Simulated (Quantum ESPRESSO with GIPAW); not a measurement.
# YH3C3O6: from the crystal structure to its NMR spectrum, part 2 of 2

Aim: the magnetic shielding of every site in YH3C3O6.

Quantum ESPRESSO with GIPAW; PBEsol.

So far. Step 2 (The SCF step): It converged in 40 cycles to an estimated accuracy of 7e-11 Ry, on 19 irreducible k-points.

## 3. Shieldings

Level of this step: DFT, PBEsol, plane-wave PAW (pslibrary 1.0.0 recipes), scalar-relativistic, GIPAW shieldings (Quantum ESPRESSO with GIPAW).

The job finds the current that a weak uniform field induces (applied as a long wave, q_gipaw) and the field that this current makes at each nucleus. On atoms with p or d valence electrons much of the paramagnetic part arises close to the nucleus, where the PAW partial waves rebuild the true states. pawproj makes the reconstruction use the PAW data sets' own projectors.

nmr.in

```
&inputgipaw
  job = 'nmr'
  prefix = 'x'
  tmp_dir = './tmp/'
  restart_mode = 'from_scratch'
  verbosity = 'low'
  q_gipaw = 0.01
  spline_ps = .true.
  conv_threshold = 1.0d-11
  use_nmr_macroscopic_shape = .false.
  pawproj(1) = .true.
  pawproj(2) = .true.
  pawproj(3) = .true.
  pawproj(4) = .true.
/
```

The run is started by

```sh
mpirun -np 4 gipaw.x -in nmr.in > nmr.out
```

Log:

```text
[banner, memory and clock lines left out]
[a note of our patched build left out]

     Parallelizing q-star over 1 images

     IMPORTANT: XC functional enforced from input :
     Exchange-correlation= PBESOL
                           (   1   4  10   8   0   0   0)
     Any further DFT definition will be discarded
     Please, verify this is what you really want

     Check: negative core charge=   -0.000008
[...]
projs nearly linearly dependent: l=0  n1,n2= 1, 2  s=  0.99281050
[...]
projs nearly linearly dependent: l=0  n1,n2= 1, 2  s=  0.99970544
[...]
WARNING: some symmetry operations do not permute x, y and z, so the susceptibility and the shape term are
     wrong: all shieldings move alike (in wurtzite BN nosym gave 13 and 6 ppm more at 3 and 6 points an axis).
     Run pw.x with nosym, and raise the mesh until the susceptibility stays

     alpha_pv=     81.4355 eV

     spline_ps is .false., expect some extrapolation errors

     q-space interpolation up to    66.00 Rydberg

     GIPAW job: nmr
     NMR macroscopic correction: no
[...]
Computing the magnetic susceptibility     isolve=0    ethr=  0.1000E-10
     Starting from scratch
     k-point #    1 of    19      pool #  1    cpu time:       1.3
[...]
End of magnetic susceptibility calculation

     f-sum rule (1st term):
           -60.6460         -0.0000         -0.0000
             0.0000        -60.6460         -0.0000
             0.0000         -0.0000        -60.5383

     f-sum rule (2nd term):
            -1.0562          0.0000          0.0000
             0.0000         -1.0562         -0.0000
             0.0000         -0.0000         -1.1621

     f-sum rule (should be   -61.6992):
           -61.7022         -0.0000         -0.0000
             0.0000        -61.7022         -0.0000
             0.0000         -0.0000        -61.7004

[... susceptibilities left out ...]
     Contributions to the NMR chemical shifts: -------------------------------

     Macroscopic shape contribution in ppm:                    0.00
             0.0000          0.0000          0.0000
             0.0000          0.0000          0.0000
             0.0000          0.0000          0.0000

     Core contribution in ppm:

     Atom  1  Y   pos: (  0.000000 -0.000000 -0.000152)  core sigma:        3553.05
     Atom  2  O   pos: (  0.214093 -0.123607  0.329114)  core sigma:         270.50
     Atom  3  O   pos: ( -0.000000  0.247214  0.329114)  core sigma:         270.50
     Atom  4  O   pos: ( -0.513192 -0.296292  0.440937)  core sigma:         270.50
     Atom  5  O   pos: (  0.513192 -0.296292  0.440937)  core sigma:         270.50
     Atom  6  O   pos: ( -0.000000  0.592584  0.440937)  core sigma:         270.50
     Atom  7  O   pos: ( -0.214093 -0.123607  0.329114)  core sigma:         270.50
     Atom  8  C   pos: (  0.390176 -0.225268  0.295398)  core sigma:         199.99
     Atom  9  C   pos: (  0.000000  0.450537  0.295398)  core sigma:         199.99
     Atom 10  C   pos: ( -0.390176 -0.225268  0.295398)  core sigma:         199.99
     Atom 11  H   pos: (  0.410035  0.236734  0.338849)  core sigma:           0.00
     Atom 12  H   pos: ( -0.000000 -0.473468  0.338849)  core sigma:           0.00
     Atom 13  H   pos: ( -0.410035  0.236734  0.338849)  core sigma:           0.00

     Bare contribution in ppm:

     Atom  1  Y   pos: (  0.000000 -0.000000 -0.000152)  bare sigma:          75.18
[...]
Atom  2  O   pos: (  0.214093 -0.123607  0.329114)  bare sigma:         -21.31
[...]
Atom  3  O   pos: ( -0.000000  0.247214  0.329114)  bare sigma:         -21.31
[...]
Atom  4  O   pos: ( -0.513192 -0.296292  0.440937)  bare sigma:         -26.07
[...]
Atom  5  O   pos: (  0.513192 -0.296292  0.440937)  bare sigma:         -26.07
[...]
Atom  6  O   pos: ( -0.000000  0.592584  0.440937)  bare sigma:         -26.07
[...]
Atom  7  O   pos: ( -0.214093 -0.123607  0.329114)  bare sigma:         -21.31
[...]
Atom  8  C   pos: (  0.390176 -0.225268  0.295398)  bare sigma:         -89.33
[...]
Atom  9  C   pos: (  0.000000  0.450537  0.295398)  bare sigma:         -89.33
[...]
Atom 10  C   pos: ( -0.390176 -0.225268  0.295398)  bare sigma:         -89.33
[...]
Atom 11  H   pos: (  0.410035  0.236734  0.338849)  bare sigma:          13.37
[...]
Atom 12  H   pos: ( -0.000000 -0.473468  0.338849)  bare sigma:          13.37
[...]
Atom 13  H   pos: ( -0.410035  0.236734  0.338849)  bare sigma:          13.37
[...]
Diamagnetic contribution in ppm:

     Atom  1  Y   pos: (  0.000000 -0.000000 -0.000152)  dia sigma:         -28.25
[...]
Atom  2  O   pos: (  0.214093 -0.123607  0.329114)  dia sigma:          17.70
[...]
Atom  3  O   pos: ( -0.000000  0.247214  0.329114)  dia sigma:          17.70
[...]
Atom  4  O   pos: ( -0.513192 -0.296292  0.440937)  dia sigma:          17.67
[...]
Atom  7  O   pos: ( -0.214093 -0.123607  0.329114)  para sigma:        -107.84
[...]
Atom  8  C   pos: (  0.390176 -0.225268  0.295398)  para sigma:        -101.80
[...]
Atom  9  C   pos: (  0.000000  0.450537  0.295398)  para sigma:        -101.80
[...]
Atom 10  C   pos: ( -0.390176 -0.225268  0.295398)  para sigma:        -101.80
[...]
Atom 11  H   pos: (  0.410035  0.236734  0.338849)  para sigma:           0.00
[...]
Atom 12  H   pos: ( -0.000000 -0.473468  0.338849)  para sigma:           0.00
[...]
Atom 13  H   pos: ( -0.410035  0.236734  0.338849)  para sigma:           0.00
[...]
Paramagnetic US occ-occ contribution in ppm:

     Atom  1  Y   pos: (  0.000000 -0.000000 -0.000152)  para_oo sigma:          -3.99
[...]
Atom  2  O   pos: (  0.214093 -0.123607  0.329114)  para_oo sigma:          -1.45
[...]
Atom  3  O   pos: ( -0.000000  0.247214  0.329114)  para_oo sigma:          -1.45
[...]
Atom  4  O   pos: ( -0.513192 -0.296292  0.440937)  para_oo sigma:          -1.55
[...]
Atom  5  O   pos: (  0.513192 -0.296292  0.440937)  para_oo sigma:          -1.55
[...]
Atom  6  O   pos: ( -0.000000  0.592584  0.440937)  para_oo sigma:          -1.55
[...]
Atom  7  O   pos: ( -0.214093 -0.123607  0.329114)  para_oo sigma:          -1.45
[...]
Atom  8  C   pos: (  0.390176 -0.225268  0.295398)  para_oo sigma:          -0.52
[...]
Atom  9  C   pos: (  0.000000  0.450537  0.295398)  para_oo sigma:          -0.52
[...]
Atom 10  C   pos: ( -0.390176 -0.225268  0.295398)  para_oo sigma:          -0.52
[...]
Atom 11  H   pos: (  0.410035  0.236734  0.338849)  para_oo sigma:           0.00
[...]
Atom 12  H   pos: ( -0.000000 -0.473468  0.338849)  para_oo sigma:           0.00
[...]
Atom 13  H   pos: ( -0.410035  0.236734  0.338849)  para_oo sigma:           0.00
[...]
Paramagnetic US L_R Q_R contribution in ppm:

     Atom  1  Y   pos: (  0.000000 -0.000000 -0.000152)  para_lq sigma:         947.67
[...]
Atom  2  O   pos: (  0.214093 -0.123607  0.329114)  para_lq sigma:        -217.21
[...]
Atom  3  O   pos: ( -0.000000  0.247214  0.329114)  para_lq sigma:        -217.21
[...]
Atom  4  O   pos: ( -0.513192 -0.296292  0.440937)  para_lq sigma:        -219.04
[...]
Atom  5  O   pos: (  0.513192 -0.296292  0.440937)  para_lq sigma:        -219.04
[...]
Atom  6  O   pos: ( -0.000000  0.592584  0.440937)  para_lq sigma:        -219.04
[...]
Atom  7  O   pos: ( -0.214093 -0.123607  0.329114)  para_lq sigma:        -217.21
[...]
Atom  8  C   pos: (  0.390176 -0.225268  0.295398)  para_lq sigma:         -29.35
[...]
Atom  9  C   pos: (  0.000000  0.450537  0.295398)  para_lq sigma:         -29.35
[...]
Atom 10  C   pos: ( -0.390176 -0.225268  0.295398)  para_lq sigma:         -29.35
[...]
Atom 11  H   pos: (  0.410035  0.236734  0.338849)  para_lq sigma:           0.00
[...]
Atom 12  H   pos: ( -0.000000 -0.473468  0.338849)  para_lq sigma:           0.00
[...]
Atom 13  H   pos: ( -0.410035  0.236734  0.338849)  para_lq sigma:           0.00
[...]
Total NMR chemical shifts in ppm: ---------------------------------------
     (adopting the Simpson convention for anisotropy and asymmetry)-----------

     Atom  1  Y   pos: (  0.000000 -0.000000 -0.000152)  Total sigma:        2630.80
          2641.8145          0.0000          0.0000
             0.0000       2641.8145         -0.0000
            -0.0000          0.0000       2608.7663

     Y       1    anisotropy:    -33.05    eta:    0.0000
[...]
Atom  2  O   pos: (  0.214093 -0.123607  0.329114)  Total sigma:         -59.60
           -90.0545        142.4782       -103.5737
           142.4782         74.4652         59.7983
           -59.4333         34.3138       -163.2132

     O       2    anisotropy:    324.49    eta:    0.8711
[...]
Atom  3  O   pos: ( -0.000000  0.247214  0.329114)  Total sigma:         -59.60
[... its tensor is left out ...]
     Atom  4  O   pos: ( -0.513192 -0.296292  0.440937)  Total sigma:         -77.92
          -155.7522       -187.8988        -38.1612
          -187.8988         61.2146        -22.0324
            14.2194          8.2096       -139.2349

     O       4    anisotropy:    371.43    eta:    0.5170
[...]
Atom  5  O   pos: (  0.513192 -0.296292  0.440937)  Total sigma:         -77.92
[... its tensor is left out ...]
     Atom  6  O   pos: ( -0.000000  0.592584  0.440937)  Total sigma:         -77.92
[... its tensor is left out ...]
     Atom  7  O   pos: ( -0.214093 -0.123607  0.329114)  Total sigma:         -59.60
[... its tensor is left out ...]
     Atom  8  C   pos: (  0.390176 -0.225268  0.295398)  Total sigma:         -16.59
           -21.9265         50.5049         19.7866
            50.5049         36.3915        -11.4238
             9.1442         -5.2794        -64.2333

     C       8    anisotropy:    123.21    eta:    0.4371
[...]
Atom  9  C   pos: (  0.000000  0.450537  0.295398)  Total sigma:         -16.59
[... its tensor is left out ...]
     Atom 10  C   pos: ( -0.390176 -0.225268  0.295398)  Total sigma:         -16.59
[... its tensor is left out ...]
     Atom 11  H   pos: (  0.410035  0.236734  0.338849)  Total sigma:          14.44
            14.3191          3.0627         -0.0409
             3.0627         10.7826         -0.0236
             1.1412          0.6589         18.2145

     H      11    anisotropy:     -8.14    eta:    0.4568
[...]
Atom 12  H   pos: ( -0.000000 -0.473468  0.338849)  Total sigma:          14.44
[... its tensor is left out ...]
     Atom 13  H   pos: ( -0.410035  0.236734  0.338849)  Total sigma:          14.44
[... its tensor is left out ...]
```

Wall time 19 min (4 MPI ranks of Arm Neoverse V1, shared host); peak memory 0.61 GiB; 76 min of CPU time.

The f-sum rule is met to 0.0030 of 61.7 (0.005 %). Converged shieldings require that this miss be small, but a small miss does not prove them. gipaw.x warns that with these symmetry operations the susceptibility and the shape term are unreliable; the other terms are not touched.

From the symmetric part of each tensor, with principal values σ11 ≤ σ22 ≤ σ33: σ_iso is their mean, the span is σ33 − σ11 and the skew 3(σ_iso − σ22)/span. (gipaw.x prints an anisotropy in another convention.)

```
site  atom no.  atoms in cell  σ_iso (ppm)  span (ppm)   skew
   Y         1              1       2630.8        33.0  -1.00
O(1)         2              3        -59.6       418.7   0.10
O(2)         4              3        -77.9       435.4   0.41
   C         8              3        -16.6       141.2   0.49
   H        11              3        14.44        9.38  -0.47
```

The macroscopic shape term is switched off. For a spherical sample the valence susceptibility of this run would add about 6 ppm to every site, a rough estimate, since the susceptibility converges slowly and lacks part of the PAW terms, above all in hexagonal and trigonal cells. Differences within the crystal don't depend on it, but shieldings of different compounds can't be compared to better than a few ppm without it.

An axis of order three or more runs through Y, so two principal values coincide and the skew is ±1. In this run the largest span is that of O(2) (site symmetry m), with principal values -265.7, -137.7 and 169.7 ppm.

How the isotropic values are made up (ppm). The core part is that of the free atom's core; bare is the current of the smooth valence states; the last two are what the PAW spheres add to the diamagnetic and the paramagnetic current:

```
site    core   bare  reconstruction, dia  reconstruction, para
   Y  3553.1   75.2                -28.2                -969.2
O(1)   270.5  -21.3                 17.7                -326.5
O(2)   270.5  -26.1                 17.7                -340.0
   C   200.0  -89.3                  4.4                -131.7
   H     0.0   13.4                  1.1                   0.0
```

17O also has a quadrupolar coupling here. It is not given: on PAW files the efg job of this gipaw.x leaves out the augmentation charge of neighbouring atoms and can miss by tens of per cent.

## 4. Sites, surroundings and shifts

A shielding is counted from the bare nucleus and a shift from a reference compound, with the opposite sign. A fitted line does better than one reference, as its slope takes up part of the functional's error. For ¹H and ⁷Li, with little paramagnetic shielding, slope and scatter come mostly from geometry, vibration and the shape term.

Reference lines, from the same functional and files: 13C: δ = (162.2 − σ), zero at TMS, fitted to 5 measured values, from C, Li2CO3, MgCO3, Na2CO3 and SiC, with a scatter of 0.85 ppm r.m.s., on σ without the shape term; 1H: δ = (29.71 − σ) / 1.204, zero at TMS, fitted to 11 measured values, from Ca(BH4)2, Ca(OH)2, CsH2PO4, LiBH4, LiH, MgH2, NaH, NaOH and NH4H2PO4, with a scatter of 0.61 ppm r.m.s., with σ taken with the shape term of a sphere (6.3 ppm here). Kinds of site that fitted badly were split off after the misses were seen, so the scatter is that of the points kept.

Covalently bonded atoms count as neighbours within 1.18 times the sum of their radii. Otherwise a cation's neighbours lie within 1.2 times its shortest bond (1.3 for large cations, each anion's radius taken off where they differ), and an anion's are the cations that count it.

```
site  atom no.  atoms in cell  surroundings     bonds (Å)  δ_iso (ppm)
   Y         1              1           YO9  2.39 to 2.56            -
O(1)         2              3  bound to CY2  1.28 to 2.56            -
O(2)         4              3   bound to CY  1.26 to 2.39            -
   C         8              3          CO2H  1.11 to 1.28        178.8
   H        11              3    bound to C         1.111         7.45
```

By surroundings the O shieldings are 2-coordinate: -77.9; 3-coordinate: -59.6 ppm.

Simulated spectrum: 13C MAS at 10 kHz, 14.1 T (151.0 MHz), lines broadened by 0.8 ppm; rigid lattice, with dipolar and J couplings left out. Lines over 1.5 % of the strongest (ppm: area): 245.1: 0.13, 178.8: 1.00, 112.6: 0.10, 46.4: 0.03. Spinning sidebands lie 66.2 ppm apart.

Simulated spectrum, 1H MAS at 60 kHz, 9.4 T (400.2 MHz), lines broadened by 0.5 ppm; rigid lattice, with dipolar and J couplings left out: a single narrow line at 7.45 ppm.

## 5. Outcome

```yaml
13c_shift: 178.8 ppm
1h_shift: 7.45 ppm
17o_shielding_without_shape_term: -77.9, -59.6 ppm
89y_shielding_without_shape_term: 2630.8 ppm
```

**Reading.** 13C has one site (CO2H), with isotropic shift 178.8 ppm. 1H has one site (bound to C), with isotropic shift 7.45 ppm. No sound run at another cutoff or mesh is at hand, so convergence rests on the f-sum rule and on experience with these files. The scalar-relativistic files are used with non-relativistic response operators, which weighs most on the heavy atoms' own shieldings. Hydrogen's values are less sure: spans of ¹H carry errors of some ppm on PAW files, the bulk susceptibility matters on its narrow scale, and it is treated as a fixed classical nucleus at 0 K. This build of gipaw.x prints that it is not audited and that its numbers are no references by themselves. It also reports spline_ps as false although the input sets it; why was not traced. The sphere term behind these shifts is unreliable in hexagonal and trigonal cells, by up to a few ppm. pw.x warned of eigenvalues not converged in some cycles of 1 ground-state run, which then met the threshold.

[Banner, clock, file and message-heading lines were taken out of the pw.x and gipaw.x logs.]

[Logs are printed without paths, hosts, clocks, repeated set-up lines and the standing remarks that a program may print on its own settings, such as how far it seeks lower states.]

[Hosts, paths, dates, database ids (printed as entryN), source tags and the programs' standing remarks are cut or masked in the printed files.]

[Where no reference line passes its bar on scatter, no shift is given, so a measured shift of this compound may stand uncompared.]
